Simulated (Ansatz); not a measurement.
# CdWO4 (P2/c): spin-orbit coupling beyond the local functionals

Aim: the spin-orbit change of the gap of CdWO4 (P2/c).

Program: Ansatz 0.2.0. Level of theory: density functionals with and without spin-orbit coupling, plane waves, PAW. Results are calculated unless marked as measured.

**What was measured.**

- Gap 4.15 eV: direct gap from absorption edge with Urbach fit; optical absorption; 300 K; bulk crystal (thin cleaved platelet of Czochralski crystal, 10-30 um thick) (“Optical absorption of divalent metal tungstates: Correlation between the band-gap energy and the cation ionic radius”, 2008, arxiv:0807.2115).

Report form: the programs' logs are mostly left out.

## 1. The starting structure

The structure is monoclinic, space group P2/c (No. 13). Conventional cell: a = 5.040 Å, b = 5.870 Å, c = 5.084 Å, α = 90.00°, β = 91.48°, γ = 90.00°. Nearest to Cd lie 6 O at 2.20 to 2.43 Å. W has 6 O at 1.78 to 2.15 Å nearest. Nearest to O lie 2 W at 1.92 to 2.15 Å and 1 Cd at 2.20 Å. O has 1 W at 1.78 Å and 2 Cd at 2.28 to 2.43 Å nearest. Farther neighbours and most contacts between anions are not listed.

Coordinates:

```cif
data_structure
_symmetry_space_group_name_H-M 'P 1'
_symmetry_Int_Tables_number 1
_cell_length_a 5.0400
_cell_length_b 5.8701
_cell_length_c 5.0841
_cell_angle_alpha 90.000
_cell_angle_beta 91.476
_cell_angle_gamma 90.000
_cell_volume 150.36
loop_
_atom_site_label
_atom_site_type_symbol
_atom_site_fract_x
_atom_site_fract_y
_atom_site_fract_z
_atom_site_occupancy
Cd1 Cd 0.50000 0.69729 0.25000 1
Cd2 Cd 0.50000 0.30271 0.75000 1
W3 W 0.00000 0.17855 0.25000 1
W4 W 0.00000 0.82145 0.75000 1
O5 O 0.20180 0.09550 0.95040 1
O6 O 0.79820 0.09550 0.54960 1
O7 O 0.79820 0.90450 0.04960 1
O8 O 0.20180 0.90450 0.45040 1
O9 O 0.24200 0.37030 0.38390 1
O10 O 0.75800 0.37030 0.11610 1
O11 O 0.75800 0.62970 0.61610 1
O12 O 0.24200 0.62970 0.88390 1
```

The cell and positions come from the Crystallography Open Database and are kept as given unless a step says otherwise. Spin-orbit coupling is left out unless a step names it. The default PAW set here is soft_2. Its files were made with PBE.

## 2. HSE06, 2×2×2 mesh

This step: DFT, HSE06, plane waves, PAW.

Contents of input.yaml:

```yaml
crystal:
  lattice:
    - [5.04, 0.0, 0.0]
    - [0.0, 5.8701, 0.0]
    - [-0.1309573182, 0.0, 5.0824131071]
  atoms:
    - { symbol: Cd, position: [0.5, 0.69729, 0.25] }
    - { symbol: Cd, position: [0.5, 0.30271, 0.75] }
    - { symbol: W, position: [0.0, 0.17855, 0.25] }
    - { symbol: W, position: [0.0, 0.82145, 0.75] }
    - { symbol: O, position: [0.2018, 0.0955, 0.9504] }
    - { symbol: O, position: [0.7982, 0.0955, 0.5496] }
    - { symbol: O, position: [0.7982, 0.9045, 0.0496] }
    - { symbol: O, position: [0.2018, 0.9045, 0.4504] }
    - { symbol: O, position: [0.242, 0.3703, 0.3839] }
    - { symbol: O, position: [0.758, 0.3703, 0.1161] }
    - { symbol: O, position: [0.758, 0.6297, 0.6161] }
    - { symbol: O, position: [0.242, 0.6297, 0.8839] }
kpoints:
  mp_grid: { grid: [2, 2, 2] }
  band_path:
    path:
      - [0.0, 0.0, 0.0]
      - [0.0, 0.5, 0.0]
      - [0.0, 0.5, 0.5]
      - [0.0, 0.0, 0.5]
      - [-0.5, 0.0, 0.5]
      - [-0.5, 0.5, 0.5]
      - [-0.5, 0.5, 0.0]
      - [-0.5, 0.0, 0.0]
      - [0.1666666667, -0.5, -0.5]
      - [0.0, -0.5, 0.1666666667]
    npoints: 1
hamiltonian:
  xc: hse06
scf:
  occupations: { method: fixed }
  n_extra_bands: 8
output:
  eigenvalues: true
```

Started as:

```console
$ ansatz run input.yaml --threads 4 --pin off --max-ram 18432MiB --backend cpu --events-out ev --progress --plain --runs-dir out
```

The job ended after 51 s (4 threads of Arm Neoverse V1, shared host; peak memory 1.6 GiB).

Numbers from this step:

| Item | Value |
| --- | --- |
| gap | 4.497 eV |
| valence top at | k = (0.167, -0.500, -0.500) |
| conduction bottom at | k = (0.000, -0.500, 0.167) |
| least direct gap | 4.537 eV |
| exact-exchange fraction | 0.25 |

The gap is indirect, with the least direct gap 0.04 eV higher.

## 3. HSE06+SOC, 2×2×2 mesh

Spin-orbit coupling can split or shift the edges; a non-collinear run measures by how much.

This step: DFT, HSE06 with spin-orbit coupling, plane waves, PAW.

input.yaml: that of step 2 with these lines changed.

```diff
@@ -37,4 +37,11 @@
   occupations: { method: fixed }
-  n_extra_bands: 8
+  n_extra_bands: 16
+magnetization:
+  noncollinear: true
+  spin_orbit: true
 output:
   eigenvalues: true
+  write_density: true
+  write_potential: true
+  elf: true
+  volumetric_format: npy
```

The job ended after 6.5 min (4 threads; peak memory 4.5 GiB; 19 min of CPU time).

Numbers from this step:

| Property | Result |
| --- | --- |
| gap | 4.479 eV |
| valence top at | k = (0.167, -0.500, -0.500) |
| conduction bottom at | k = (0.000, -0.500, 0.167) |
| least direct gap | 4.523 eV |
| exact-exchange fraction | 0.25 |

The gap stands −0.02 eV against HSE06.

## 4. Together

Times are wall times on 4 threads of Arm Neoverse V1, shared host, good to a factor of about two.

| level | gap (eV) | with coupling (eV) | change (eV) | time | with coupling |
| --- | --- | --- | --- | --- | --- |
| HSE06 | 4.50 | 4.48 | −0.02 | 51 s | 6.5 min |

## 5. What came out

```yaml
hse06: 4.50 eV
hse06_soc: 4.48 eV
```

**Reading.** Spin-orbit coupling changes the gap by −0.02 eV and the least direct gap by −0.01 eV. Against experiment, by HSE06+SOC: the direct gap of 4.52 eV lies +0.37 eV from the measured 4.15 eV (direct, 300 K, 2008). An exciton line or allowed optical edge lies below the quasiparticle gap by the binding energy; a forbidden edge can push the onset above it. The lattice is static and excitons are left out.

[Paths, hosts, dates, memory and timing lines, banners, echoed tables and standing remarks are left out of the program output.]

[Logs are printed without paths, hosts, clocks, repeated set-up lines and the standing remarks that a program may print on its own settings, such as how far it seeks lower states.]

[Runs of the session that timed out or met a known fault of the program may be left out.]

[Cells called generated may have been cut or substituted from an entry of the Crystallography Open Database or the Materials Project.]

[Hosts, paths, dates, database ids (printed as entryN), source tags and the programs' standing remarks are cut or masked in the printed files.]
